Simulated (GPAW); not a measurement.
**BaTiO3 (Pm-3m): refractive index against wavelength**

The refractive index of BaTiO3 (Pm-3m) below the direct gap (1.83 eV on the mesh) is read from one computed spectrum, n = √(Re ε).

Cell: a, b, c = 4.006, 4.006, 4.006 Å (primitive vectors), 5 atoms.

Method: GPAW 26.7.0, LDA, RPA, k-mesh 8×8×8, local fields up to 80 eV, Lorentzian half width 0.15 eV.

Launch of the response step: `OMP_NUM_THREADS=1 python df.py`. The run took 1.8 min, its band step included, on 1 thread of Arm Neoverse N1 (shared host).

```tsv
wavelength (nm)	photon energy E (eV)	n
3000	0.413	2.5039
2000	0.620	2.5155
1550	0.800	2.5299
1310	0.946	?
1064	1.165	2.5751
```

In the single-oscillator model n² − 1 = E₀E_d/(E₀² − E²), so 1/(n² − 1) = E₀/E_d − E²/(E₀E_d) is linear in E².

Working, on the rows shown:

| x = E² (eV²) | y = 1/(n² − 1) |
| --- | --- |
| 0.170801 | 0.189771 |
| 0.384302 | 0.187697 |
| 0.639837 | 0.185172 |
| 1.35784 | 0.177584 |

Means: x̄ = 0.6382, ȳ = 0.18506. Σ(x − x̄)(y − ȳ) = -0.008251, Σ(x − x̄)² = 0.8008. Slope = -0.008251 / 0.8008 = -0.0103; intercept = ȳ − slope · x̄ = 0.19163. Turned back into n, the line misses the rows shown by at most 0.00077.

Predict the last column of the withheld row from the fit.

At x = 0.89576 the line gives y = 0.1824, that is 2.5461. The run gave 2.5452, so the interpolation is off by 0.00085, 1.2 % of the range in the table.

Refitted with all rows, the slope is -0.01027 and the intercept 0.19164. These give E₀ = √(intercept/−slope) = 4.32 eV and E_d = E₀/intercept = 22.5 eV; E₀ is 2.4 times the direct gap. The electronic limit at long wavelengths, without lattice vibrations, is n = √(1 + 1/intercept) = 2.494. Excitons are left out; LDA gaps are as a rule too small. The values come from a sum over the points of one k-mesh and carry its error, which grows as the direct gap shrinks. This version of GPAW has incomplete matrix elements in the optical limit, which can lower ε − 1 by up to a tenth where first-row anions or d states rule. Spin-orbit coupling is left out.

[Logs are printed without paths, hosts, clocks, repeated set-up lines and the standing remarks that a program may print on its own settings, such as how far it seeks lower states.]
